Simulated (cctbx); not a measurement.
**What resolution and counting buy: Zn2CuO3**

Space group Immm (no. 71), a = 3.2520 Å, b = 3.5090 Å, c = 11.6450 Å, α = 90.00°, β = 90.00°, γ = 90.00°.

```csv
atom,mult.,x,y,z,Ueq (Å²)
Zn1,4,1/2,0,0.8584,0.0094
Cu1,2,0,1/2,0,0.0124
O1,2,0,0,0,0.0162
O2,4,1/2,0,0.6534,0.0124
```

The model is made up (kin elements in a known structure type, no relaxation), so it says nothing on whether the phase exists.

Five simulated data sets (cctbx; Ag Kα, λ = 0.56087 Å; 4 % proportional error) differ in resolution or exposure (noise floor 8 counts in the first three, 8 in the last two). Each is refined with the right model, isotropic at 1.1 Å and anisotropic otherwise. How do the figures of merit and the uncertainties move?

| d min (Å) | top counts | ⟨I/σ⟩ (unmerged, absences included) | unique | param. (scale apart) | Rint | R1 | GooF | largest s.u. xyz (fractional) | s.u. U of O1 (Å²) | largest error (Å) |
| --- | --- | --- | --- | --- | --- | --- | --- | --- | --- | --- |
| 1.1 | 40000 | 10.2 | 42 | 6 | 0.027 | 0.0111 | 1.16 | 0.00040 | 0.0017 | 0.0026 |
| 0.84 | 40000 | 9.6 | 82 | 14 | 0.030 | 0.0100 | 0.96 | 0.00022 | 0.0017 | 0.0034 |
| 0.6 | 40000 | 8.0 | 212 | 14 | 0.035 | 0.0117 | 0.89 | 0.00012 | 0.0008 | 0.0024 |
| 0.75 | 300 | 1.1 | 118 | 14 | 0.232 | 0.0588 | 1.01 | 0.00222 | 0.0292 | 0.0059 |
| 0.75 | 3000 | 4.3 | 118 | 14 | 0.054 | 0.0223 | 1.03 | 0.00050 | 0.0051 | 0.0013 |

The number of reflections grows roughly as 1/d³: 42, 82 and 212 here. R1 follows the noise rather than the truth: at 300 counts it is 0.0588, at 3000 counts 0.0223, while GooF is 1.01 and 1.03: the weights 1/σ² carry the noise. The s.u. of U (U11 where anisotropic) for O1 goes 0.0017, 0.0017, 0.0008 Å² with resolution and 0.0292, 0.0051 Å² with exposure.

The 1.1 Å row also differs in its displacement model, so it isn't a clean test of resolution.

Hardware for the 0.6 Å refinement: 0.53 s on 1 thread of Arm Neoverse N1 (shared host), peak memory 0.09 GiB.

[Logs are printed without paths, hosts, clocks, repeated set-up lines and the standing remarks that a program may print on its own settings, such as how far it seeks lower states.]
